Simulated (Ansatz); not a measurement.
## NbTlSe3 (model cell, started as cubic perovskite with Nb in the octahedra): a soft mode frozen in

Wanted: the energy along a soft mode of NbTlSe3 (model cell, started as cubic perovskite with Nb in the octahedra) and the structure at the end.

Program: Ansatz 0.2.0. Level of theory: DFT PBEsol, scalar-relativistic, plane waves, PAW; PAW set soft_1. Results are calculated unless marked as measured.

The structure was built from a prototype and need not be the compound's stable phase.

## (1) The starting structure

It takes space group Pm-3m (No. 221, cubic). Conventional cell: a = 5.037 Å, b = 5.037 Å, c = 5.037 Å, α = 90.00°, β = 90.00°, γ = 90.00°. Nearest to Tl lie 12 Se at 3.56 Å. Nb has 6 Se at 2.52 Å nearest. Nearest to Se lie 2 Nb at 2.52 Å. Farther neighbours and most contacts between anions are not listed.

As a file:

```cif
data_structure
_symmetry_space_group_name_H-M 'P 1'
_symmetry_Int_Tables_number 1
_cell_length_a 5.0371
_cell_length_b 5.0371
_cell_length_c 5.0371
_cell_angle_alpha 90.000
_cell_angle_beta 90.000
_cell_angle_gamma 90.000
_cell_volume 127.80
loop_
_atom_site_label
_atom_site_type_symbol
_atom_site_fract_x
_atom_site_fract_y
_atom_site_fract_z
_atom_site_occupancy
Tl1 Tl 0.00000 0.00000 0.00000 1
Nb2 Nb 0.50000 0.50000 0.50000 1
Se3 Se 0.50000 0.50000 0.00000 1
Se4 Se 0.50000 0.00000 0.50000 1
Se5 Se 0.00000 0.50000 0.50000 1
```

## (2) The dispersion

The cell comes from relaxations at this level that are not shown. Stability and thermal properties need the whole zone. Linear response on a 2×2×2 q mesh gives force constants as far as a supercell of that size would.

File input.yaml:

```yaml
crystal:
  lattice:
    - [5.0370892205, 0.0, 0.0]
    - [0.0, 5.0370892205, 0.0]
    - [0.0, 0.0, 5.0370892205]
  atoms:
    - { symbol: Tl, position: [0.0, 0.0, 0.0] }
    - { symbol: Nb, position: [0.5, 0.5, 0.5] }
    - { symbol: Se, position: [0.5, 0.5, 0.0] }
    - { symbol: Se, position: [0.5, 0.0, 0.5] }
    - { symbol: Se, position: [0.0, 0.5, 0.5] }
kpoints:
  mp_grid: { grid: [8, 8, 8] }
hamiltonian:
  xc: pbesol
  pseudopotentials: { kind: paw, azcp: { folder: soft_1 }, xc_functional: pbe }
scf:
  occupations: { method: methfessel_paxton, width: 0.2 }
output:
  eigenvalues: true
phonons:
  method: dfpt
  qmesh: [2, 2, 2]
  temperatures: { t_max: 1000, t_step: 50 }
  qpath:
    path:
      - [[0.0, 0.0, 0.0], [0.0, 0.5, 0.0], [0.5, 0.5, 0.0], [0.0, 0.0, 0.0], [0.5, 0.5, 0.5], [0.0, 0.5, 0.0]]
      - [[0.5, 0.5, 0.5], [0.5, 0.5, 0.0]]
    npoints: 10
```

The run is started by

```
> ansatz run input.yaml --threads 4 --pin off --max-ram 16384MiB --backend cpu --events-out ev --progress --plain --runs-dir out
```

Numbers of over 12 decimals in the logs are rounded to 6 here.

Log:

```text
Engine: ansatz 0.2.0, aarch64-unknown-linux-gnu
Pseudopotentials: kind: paw
Pseudopotential: Tl, paw, valence charge 13, recommended cutoff 420 eV (normal), soft_1/Tl.paw.azcp
Pseudopotential: Nb, paw, valence charge 13, recommended cutoff 420 eV (normal), soft_1/Nb.paw.azcp
Pseudopotential: Se, paw, valence charge 16, recommended cutoff 420 eV (normal), soft_1/Se.paw.azcp
Functional definition: PBEsol
  exchange = pbesol_x
  correlation = pbesol_c
Crystal: 5 atoms, lattice volume = 127.802 Å³
Basis set: ecut = 420 eV, 2517 PW (Γ), exchange–correlation on 72×72×72 points (8 copies of the dense FFT grid, shifted against one another)
Bands: 45, of which v1, the nominal top of the filled ones, is band 37 counted from 1 (36 counted from 0)
Symmetry: 48 space group operations
k-points: 35 of 512
Non-local potential: Tl, projectors of the file, l = 0: 2, l = 1: 2, l = 2: 2, l = 3: 1
Non-local potential: Nb, projectors of the file, l = 0: 3, l = 1: 2, l = 2: 2, l = 3: 1
Non-local potential: Se, projectors of the file, l = 0: 2, l = 1: 2, l = 2: 3, l = 3: 1
PAW form: soft (Blöchl's): semilocal exchange-correlation on the pseudo side does not see the compensation charge
PAW frozen core: Tl, regenerated for the run's functional, and the local potential with it (the file was generated under x = pbe(κ = 0.804, μ = 0.219515), c = pbe(β = 0.066725))
PAW frozen core: Nb, regenerated for the run's functional, and the local potential with it (the file was generated under x = pbe(κ = 0.804, μ = 0.219515), c = pbe(β = 0.066725))
PAW frozen core: Se, regenerated for the run's functional, and the local potential with it (the file was generated under x = pbe(κ = 0.804, μ = 0.219515), c = pbe(β = 0.066725))
PAW one-centre angular grid: Tl, 590 points (default); XC on 64 Gauss nodes
PAW one-centre angular grid: Nb, 590 points (default); XC on 64 Gauss nodes
PAW one-centre angular grid: Se, 590 points (default); XC on 64 Gauss nodes
Initial density: superposition of atomic densities (chi_scale 0.1, normalization cell, long waves kept (reshape's long-wave potential 0.01 eV rms))
Initial wavefunctions: pseudopotential atomic-orbital guess
Functional: x = pbesol(κ = 0.804, μ = 0.123457), c = pbesol(β = 0.046)
SCF iter   1: F=—  HF=-32068.781948 eV  |F-HF|=—  |Δ(HF+E_count)|=         —  Δρ=3.90e-2  dr2=2.01e0  ethr=3.10e-3  ⟨swp⟩=6.3  Hψ=5559  notcnv=0
preconditioner: auto → Kerker (q_TF=auto, 2.491 Å⁻¹)  [metal: Δε(μ)=0.025 eV  Ē_g=10.020 eV  σ=0.200 eV  W_gap=0.10  n_scr=26 (ndim 8)  ℏωp=19.7 eV  f_vac=0.005  D(μ)=4.83/eV (n_scr^D=32)]
SCF iter   2: F=—  HF=-32068.223288 eV  |F-HF|=—  |Δ(HF+E_count)|=   5.59e-1  S|Δr|=    0.00e0  Δρ=2.27e-2  dr2=7.13e-1  ethr=2.71e-3  ⟨swp⟩=2.0  Hψ=2083  notcnv=0  defer=51
SCF iter   3: F=—  HF=-32067.941959 eV  |F-HF|=—  |Δ(HF+E_count)|=   2.81e-1  S|Δr|=    0.00e0  Δρ=4.37e-3  dr2=4.59e-2  ethr=9.64e-4  ⟨swp⟩=2.1  Hψ=2283  notcnv=0  defer=51
SCF iter   4: F=—  HF=-32067.930147 eV  |F-HF|=—  |Δ(HF+E_count)|=   1.18e-2  S|Δr|=    0.00e0  Δρ=1.98e-3  dr2=1.18e-2  ethr=6.20e-5  ⟨swp⟩=2.0  Hψ=3103  notcnv=0  defer=50
SCF iter   5: F=—  HF=-32067.927453 eV  |F-HF|=—  |Δ(HF+E_count)|=   2.69e-3  S|Δr|=    0.00e0  Δρ=8.48e-4  dr2=2.11e-3  ethr=1.59e-5  ⟨swp⟩=2.7  Hψ=2798  notcnv=0  defer=50
SCF iter   6: F=—  HF=-32067.926989 eV  |F-HF|=—  |Δ(HF+E_count)|=   4.63e-4  S|Δr|=    0.00e0  Δρ=2.86e-4  dr2=2.54e-4  ethr=2.86e-6  ⟨swp⟩=2.0  Hψ=1845  notcnv=0  defer=50
SCF iter   7: F=—  HF=-32067.926961 eV  |F-HF|=—  |Δ(HF+E_count)|=   2.84e-5  S|Δr|=    0.00e0  Δρ=7.45e-5  dr2=8.54e-6  ethr=3.43e-7  ⟨swp⟩=2.0  Hψ=2045  notcnv=0  defer=50
SCF iter   8: F=—  HF=-32067.926962 eV  |F-HF|=—  |Δ(HF+E_count)|=   1.37e-6  S|Δr|=    0.00e0  Δρ=1.75e-5  dr2=5.04e-7  ethr=1.15e-8  ⟨swp⟩=2.1  Hψ=2208  notcnv=0  defer=50
SCF iter   9: F=—  HF=-32067.926956 eV  |F-HF|=—  |Δ(HF+E_count)|=   6.79e-6  S|Δr|=    0.00e0  Δρ=4.69e-6  dr2=7.80e-8  ethr=6.81e-10  ⟨swp⟩=2.1  Hψ=2759  notcnv=0  defer=50
SCF iter  10: F=—  HF=-32067.926956 eV  |F-HF|=—  |Δ(HF+E_count)|=   9.60e-9  S|Δr|=    0.00e0  Δρ=1.77e-6  dr2=8.51e-9  ethr=1.05e-10  ⟨swp⟩=2.0  Hψ=2785  notcnv=0  defer=50
SCF iter  11: F=—  HF=-32067.926956 eV  |F-HF|=—  |Δ(HF+E_count)|=   1.57e-9  S|Δr|=    0.00e0  Δρ=7.53e-7  dr2=1.35e-9  ethr=1.15e-11  ⟨swp⟩=2.0  Hψ=2777  notcnv=0  defer=50
SCF iter  12: F=—  HF=-32067.926956 eV  |F-HF|=—  |Δ(HF+E_count)|=  4.33e-10  S|Δr|=    0.00e0  Δρ=2.21e-7  dr2=7.53e-11  ethr=1.83e-12  ⟨swp⟩=2.0  Hψ=2159  notcnv=0  defer=50
SCF iter  13: F=-32067.926956 eV  HF=-32067.926956 eV  |F-HF|=7.28e-12  |Δ(HF+E_count)|=  7.28e-11  S|Δr|=    0.00e0  Δρ=4.23e-8  dr2=2.34e-12  ethr=1.00e-12  ⟨swp⟩=11.1  Hψ=7881  notcnv=0
the search or the solves at the SCF's close seem to have found levels that the self-consistency loop had missed (the run counts 1). By its estimate they hold under 1e-12 electrons; where the run keeps them, the occupations were computed again with them
SCF 1 converged in 13 iterations: F = -32067.926956 eV  dr2 = 2.34e-12
  greatest PAW one-centre occupation: 1.000 electrons in one spin orbital (limit 2), on the Se atom at site 4 (counted from 0), in its partial waves of l = 2
Initial density: read from a saved state, or passed on in memory by an earlier SCF of this step, an earlier step, the calling program or the single point that the run made first
iter 1 solved again at ethr=1.73e-7 eV; its pass at ethr=3.10e-3 eV (dr2=1.28e-4 eV) is discarded
SCF iter   1: F=—  HF=-32067.926954 eV  |F-HF|=—  |Δ(HF+E_count)|=         —  Δρ=5.88e-7  dr2=6.56e-10  ethr=1.73e-7  ⟨swp⟩=3.0  Hψ=9434  notcnv=0
eigensolver tolerance schedule: the retry pair's looser diagonalisation over-reported the residual by 194591.51 of it (diagonalisation noise at an unbounded share of the residual, at the tolerance the schedule requests for it); recorded, not acted on — ethr = c·dr2/N_el stays at c = 1.0e-1
preconditioner: auto → LDOS  [metal: Δε(μ)=0.030 eV  Ē_g=9.531 eV  σ=0.200 eV  W_gap=0.13  n_scr=26 (ndim 8)  ℏωp=19.7 eV  f_vac=0.021  D(μ)=4.60/eV (n_scr^D=32)  β→1.0]
SCF iter   2: F=—  HF=-32067.926956 eV  |F-HF|=—  |Δ(HF+E_count)|=   1.24e-6  S|Δr|=    0.00e0  Δρ=7.46e-7  dr2=1.18e-9  ethr=1.00e-12  ⟨swp⟩=4.0  Hψ=4401  notcnv=0
SCF iter   3: F=—  HF=-32067.926956 eV  |F-HF|=—  |Δ(HF+E_count)|=  3.71e-10  S|Δr|=    0.00e0  Δρ=3.35e-7  dr2=1.97e-10  ethr=1.00e-12  ⟨swp⟩=2.0  Hψ=2813  notcnv=0
SCF iter   4: F=—  HF=-32067.926956 eV  |F-HF|=—  |Δ(HF+E_count)|=  7.28e-12  S|Δr|=    0.00e0  Δρ=2.38e-7  dr2=1.06e-10  ethr=1.00e-12  ⟨swp⟩=1.0  Hψ=1575  notcnv=0
SCF iter   5: F=—  HF=-32067.926956 eV  |F-HF|=—  |Δ(HF+E_count)|=  2.18e-11  S|Δr|=    0.00e0  Δρ=1.35e-7  dr2=3.38e-11  ethr=1.00e-12  ⟨swp⟩=1.0  Hψ=1575  notcnv=0
SCF iter   6: F=-32067.926956 eV  HF=-32067.926956 eV  |F-HF|=1.46e-11  |Δ(HF+E_count)|=    0.00e0  S|Δr|=    0.00e0  Δρ=1.47e-8  dr2=2.67e-13  ethr=1.00e-12  ⟨swp⟩=2.1  Hψ=4581  notcnv=0
SCF 2 converged in 6 iterations: F = -32067.926956 eV  dr2 = 2.67e-13
phonons: the bands overlap, so this run is a metal and interpolates without the dipole-dipole term. If the crystal is really an insulator or semiconductor, its LO-TO splitting is missing
NSCF: frozen V_eff on 35 k-points
NSCF: frozen V_eff on 125 k-points
DFPT response loops at q = (0, 0, 0) (fractional): preconditioner auto → Kerker (q_TF=auto, 2.491 Å⁻¹) (partly filled bands, converged f_vac=0.021); β = 1.00, the filter's whole step (`scf.mixing.beta` (0.50) is not read by the response loops under this deck's `scf.mixing.preconditioner`; to damp them name `kerker` or `kerker_dos`, under which they read `scf.mixing.beta`, and type it under 1.00, their step now; both keys bind the ground state too); Broyden in place of MSR1
NSCF: frozen V_eff on 250 k-points
DFPT response loops at q = (0, 0, -0.5) (fractional): mixed as the last ones told, above
NSCF: frozen V_eff on 250 k-points
DFPT response loops at q = (0, -0.5, -0.5) (fractional): mixed as the last ones told, above
NSCF: frozen V_eff on 250 k-points
DFPT response loops at q = (-0.5, -0.5, -0.5) (fractional): mixed as the last ones told, above
SCF converged after 13 iterations
Stability not checked: this state was not tested for a lower state beside it, because cold or Methfessel-Paxton smearing, or corrected tetrahedra, fill the levels in a way that the test cannot read (fill_not_monotonic; see scf.lower_state_search)
Free energy (F): -32067.926956 eV
Harris-Foulkes:  -32067.926956 eV  (|F-HF|=7.28e-12)
Internal energy: -32067.905491 eV  (E = F + TS)
E sigma→0 (E₀):  -32067.921589 eV
Entropy (-TS):   -0.021465 eV (-4.293 meV/atom)
Fermi energy:    8.911529 eV
--- Per-component energies (eV) ---
  E_band       = -1309.972349
  E_kinetic    = 969.820329
  E_local      = -10103.440759  (includes V_loc(G=0)·N_el)
  E_nonlocal   = -645.304871
  E_hartree    = 4994.069372
  E_xc         = -602.637440
  E_vxc        = -593.928069  (∫ρ·V_xc dr)
  E_paw        = -19321.637243  (= ΣΔE_a)
  E_vpaw       = -925.256556  (= ΣTr[D̂ρ^β])
  E_aug_tail   = -0.001122  (compensation charges beyond the density's cutoff)
  E_ewald      = -7362.026155
  E_core_change = 3.252398  (= ΣΔE_core)
  E_smearing   = -0.021465  (= −TS)
  E_closure    = 0.000000  (closes the sum)
  Σ components = -32067.926956   (vs F -32067.926956, Δ=0.00e0)
--- Band table (eV; the first three rows and the last of 35) ---
  k-point 0: bands = [... 33 lower, 7.6814, 8.0776, 8.0776, 8.0776, 8.2799, 8.2799, 8.2799, 10.0511, ... 4 higher]
  k-point 1: bands = [... 33 lower, 7.6142, 7.7763, 8.0812, 8.0913, 8.0913, 8.8553, 8.8553, 10.0541, ... 4 higher]
  k-point 2: bands = [... 33 lower, 7.4630, 7.5398, 8.0901, 8.1531, 8.1531, 9.6234, 9.6234, 10.0601, ... 4 higher]
  k-point 34: bands = [... 33 lower, 4.3535, 9.1568, 9.1568, 9.1568, 10.2762, 10.2762, 10.2762, 14.6874, ... 4 higher]
--- Phonons (Γ-DFPT): 4 representative perturbations + reference (Σ response iterations 12) ---
  ASR residual: 7.536e-5 → 0.000e0 eV/Å²; symmetrization residual: 6.099e-5 eV/Å²
  ASR residual per site (eV/Å²): 4.57e-5 1.43e-5 7.54e-5 7.54e-5 7.54e-5
  Γ frequencies (cm⁻¹): 0.00 0.00 0.00 12.93 12.93 12.93 60.27 60.27 60.27 63.69 63.69 63.69 225.66 225.66 225.66
--- Phonons (arbitrary-q DFPT): 4 irreducible q on the 2×2×2 mesh ---
  q = [0.0000, 0.0000, 0.0000] (star 1, of the zone-centre solve; hermiticity 1.12e-5, symmetrization 6.48e-12): -0.00 0.00 0.00 12.93 12.93 12.93 60.27 60.27 60.27 63.69 63.69 63.69 225.66 225.66 225.66
  q = [0.0000, 0.0000, -0.5000] (star 3, 9 solved perturbations in 975 linear systems a pass and spin channel, the states on 125 of 512 k-point pairs; hermiticity 2.74e-6, symmetrization 3.35e-12): -10.45 -10.45 13.41 13.41 20.31 55.54 55.54 67.93 84.00 84.13 84.13 185.21 221.73 221.73 245.14
  q = [0.0000, -0.5000, -0.5000] (star 3, 9 solved perturbations in 975 linear systems a pass and spin channel, the states on 125 of 512 k-point pairs; hermiticity 4.75e-6, symmetrization 1.20e-12): -56.97 -42.43 8.08 8.08 17.00 62.43 75.20 75.20 80.75 80.75 122.57 183.35 183.35 215.68 264.90
  q = [-0.5000, -0.5000, -0.5000] (star 1, 4 solved perturbations in 350 linear systems a pass and spin channel, the states on 125 of 512 k-point pairs; hermiticity 5.48e-6, symmetrization 2.77e-12): -130.99 -130.99 -54.98 -54.98 -54.98 14.39 14.39 14.39 118.30 118.30 118.30 182.15 182.15 182.15 283.20
  sum rule: each row above includes the acoustic sum rule's correction from the zone centre's row sums; it moved no ω² by more than (0.51 cm⁻¹)²
  mesh force constants: q→R imaginary residual 4.30e-18; ASR residual 7.536e-5 → 0.000e0 eV/Å²; symmetrization residual 7.105e-15 eV/Å²
  interpolated dispersion: 62 rows × 15 modes
  density of states and harmonic sums: on the 12×12×12 q-mesh, interpolated from the force constants of a 2×2×2 supercell (no non-analytic term)
  largest difference from the sums on the solved wave vectors: F 1.38e-1 eV, S 1.88e-4 and C_V 5.20e-5 eV/K
  zero-point energy: 0.082517 eV/cell   skipped modes (ω ≤ 0): 169, of them read as no rigid motion or as one in doubt: 166 (1.917e0 modes/cell left out, lowest -130.99 cm⁻¹)   left out of the sums: 1.28e-1 of the cell's modes: C_V's classical limit lies that fraction below 3 k_B per atom; for a crystal, a wire or a layer, F and S can be off by more, and a phonons.interpolated_qmesh denser along its periods is the remedy for the sampling
```

Elapsed: 8.1 min, on 4 threads of Arm Neoverse V1, shared host; peak memory 2 GiB.

This step gave:

```yaml
volume_per_atom: 25.56 Å³
gap_on_the_k_mesh: 0 eV
sum_rule_residual_before_enforcement: 7.54e-5 eV/Å²
lowest_frequency_on_the_path: -131.0 cm⁻¹
point_group: m-3m
highest_frequency_on_the_path_or_at_a_solved_wavevector: 284.2 cm⁻¹
highest_optical_mode_at_the_zone_centre_no_lo_to_term: 225.7 cm⁻¹
lowest_optical_zone_centre_mode: 12.93 cm⁻¹
lowest_mode_on_the_q_mesh_acoustic_modes_at_gamma_apart: -131.0 cm⁻¹
```

Frequencies (cm⁻¹) solved at each irreducible wavevector; negative means imaginary. Frequencies by wavevector, by row:

| q in reciprocal lattice units | star | mode 1 | mode 2 | mode 3 | mode 4 | mode 13 | mode 14 | mode 15 |
| --- | --- | --- | --- | --- | --- | --- | --- | --- |
| 0 0 0 | 1 | 0 | 0 | 0 | 12.9 | 225.7 | 225.7 | 225.7 |
| 0 0 -0.5 | 3 | -10.4 | -10.4 | 13.4 | 13.4 | 221.7 | 221.7 | 245.1 |
| 0 -0.5 -0.5 | 3 | -57 | -42.4 | 8.1 | 8.1 | 183.3 | 215.7 | 264.9 |
| -0.5 -0.5 -0.5 | 1 | -131 | -131 | -55 | -55 | 182.2 | 182.2 | 283.2 |

Interpolated from a 2×2×2 q mesh. The phonon branches at the labelled points (cm⁻¹):

| point | branch 1 | branch 2 | branch 3 | branch 4 | branch 12 | branch 13 | branch 14 | branch 15 |
| --- | --- | --- | --- | --- | --- | --- | --- | --- |
| Γ | 0 | 0 | 0 | 13 | 64 | 226 | 226 | 226 |
| halfway | 11 | 11 | 16 | 18 | 135 | 224 | 224 | 236 |
| X | -10 | -10 | 13 | 13 | 185 | 222 | 222 | 245 |
| halfway | -29 | -19 | -4 | 12 | 173 | 184 | 219 | 262 |
| M | -57 | -42 | 8 | 8 | 183 | 183 | 216 | 265 |
| halfway | -13 | -6 | 13 | 14 | 136 | 197 | 221 | 255 |
| Γ | 0 | 0 | 0 | 13 | 64 | 226 | 226 | 226 |
| halfway | -21 | -21 | 6 | 18 | 136 | 187 | 187 | 273 |
| R | -131 | -131 | -55 | -55 | 182 | 182 | 182 | 283 |
| halfway | -25 | -24 | -13 | 7 | 154 | 178 | 184 | 280 |
| X | -10 | -10 | 13 | 13 | 185 | 222 | 222 | 245 |
| jump to R | -131 | -131 | -55 | -55 | 182 | 182 | 182 | 283 |
| halfway | -81 | -56 | -15 | -15 | 158 | 183 | 183 | 283 |
| M | -57 | -42 | 8 | 8 | 183 | 183 | 216 | 265 |

Symmetry leaves 4 wavevectors to solve. The lowest mode among them, the acoustic zeros apart, lies at q = (-0.5, -0.5, -0.5) and is imaginary, 131.0i cm⁻¹, so the energy falls along it.

## (3) The mode frozen in, largest atomic shift 0 Å

The mode followed lies at q = (0, -0.5, -0.5) with frequency 57.0i cm⁻¹, one of the unstable modes though not the softest. At small amplitude the distorted cell has space group no. 127 by a symmetry search on the positions. The undistorted cell that holds it gives the zero of energy on the same k mesh.

System of this step: NbTlSe3 (model cell, started as cubic perovskite with Nb in the octahedra). The structure is cubic, space group Pm-3m (No. 221). The conventional cell has a = 5.037 Å, b = 5.037 Å, c = 5.037 Å, α = 90.00°, β = 90.00°, γ = 90.00°. Nearest to Tl lie 12 Se at 3.56 Å. Nb has 6 Se at 2.52 Å nearest. Se has 2 Nb at 2.52 Å nearest. Nearest to Se lie 2 Nb at 2.52 Å. Farther neighbours and most contacts between anions are not listed.

File input.yaml:

```yaml
crystal:
  lattice:
    - [-5.0370892205, 0.0, 0.0]
    - [0.0, -5.0370892205, -5.0370892205]
    - [0.0, -5.0370892205, 5.0370892205]
  atoms:
    - { symbol: Tl, position: [0.0, 0.5, 0.5] }
    - { symbol: Tl, position: [0.0, 0.0, 0.0] }
    - { symbol: Nb, position: [0.5, 0.0, 0.5] }
    - { symbol: Nb, position: [0.5, 0.5, 0.0] }
    - { symbol: Se, position: [0.5, 0.25, 0.25] }
    - { symbol: Se, position: [0.5, 0.75, 0.75] }
    - { symbol: Se, position: [0.5, 0.25, 0.75] }
    - { symbol: Se, position: [0.5, 0.75, 0.25] }
    - { symbol: Se, position: [0.0, 0.0, 0.5] }
    - { symbol: Se, position: [0.0, 0.5, 0.0] }
kpoints:
  mp_grid: { grid: [8, 6, 6] }
hamiltonian:
  xc: pbesol
  pseudopotentials: { kind: paw, azcp: { folder: soft_1 }, xc_functional: pbe }
scf:
  occupations: { method: methfessel_paxton, width: 0.2 }
output:
  forces: true
  stress: true
  eigenvalues: true
```

Log:

```text
[...]
Crystal: 10 atoms, lattice volume = 255.605 Å³
Basis set: ecut = 420 eV, 5013 PW (Γ), exchange–correlation on 72×96×96 points (8 copies of the dense FFT grid, shifted against one another)
Bands: 89, of which v1, the nominal top of the filled ones, is band 74 counted from 1 (73 counted from 0)
Symmetry: 32 space group operations
[...]
k-points: 50 of 288
[...]
k-point 0: bands = [... 70 lower, 8.0820, 8.0820, 8.0862, 8.2775, 8.2800, 8.2800, 9.1639, 10.0548, ... 11 higher]
  k-point 1: bands = [... 70 lower, 7.7439, 7.9437, 7.9526, 8.5256, 8.6576, 8.7226, 8.9769, 10.2155, ... 11 higher]
  k-point 2: bands = [... 70 lower, 7.3716, 7.8306, 7.8661, 8.5576, 9.1317, 9.1478, 9.3436, 10.1042, ... 11 higher]
  k-point 49: bands = [... 70 lower, 6.4006, 6.4006, 9.1610, 9.1610, 10.6237, 10.6237, 10.6282, 10.6282, ... 11 higher]
[key lines of the parts left out:]
SCF converged after 10 iterations
Free energy (F): -64135.893126 eV
Fermi energy:    8.900946 eV
P = ⅓ Tr σ = -0.0755 GPa (-0.755 kbar)
```

Elapsed: 17 s, on 4 threads; peak memory 1.3 GiB; 67 s of CPU time.

Numbers from this step:

| Property | Result |
| --- | --- |
| pressure | -0.07551 GPa |
| energy from the undistorted cell | 0 meV/atom |

The run ends at a pressure of -0.08 GPa.

(Part 1 of 3 ends here.)

[Logs are printed without paths, hosts, clocks, repeated set-up lines and the standing remarks that a program may print on its own settings, such as how far it seeks lower states.]

[Hosts, paths, dates, database ids (printed as entryN), source tags and the programs' standing remarks are cut or masked in the printed files.]
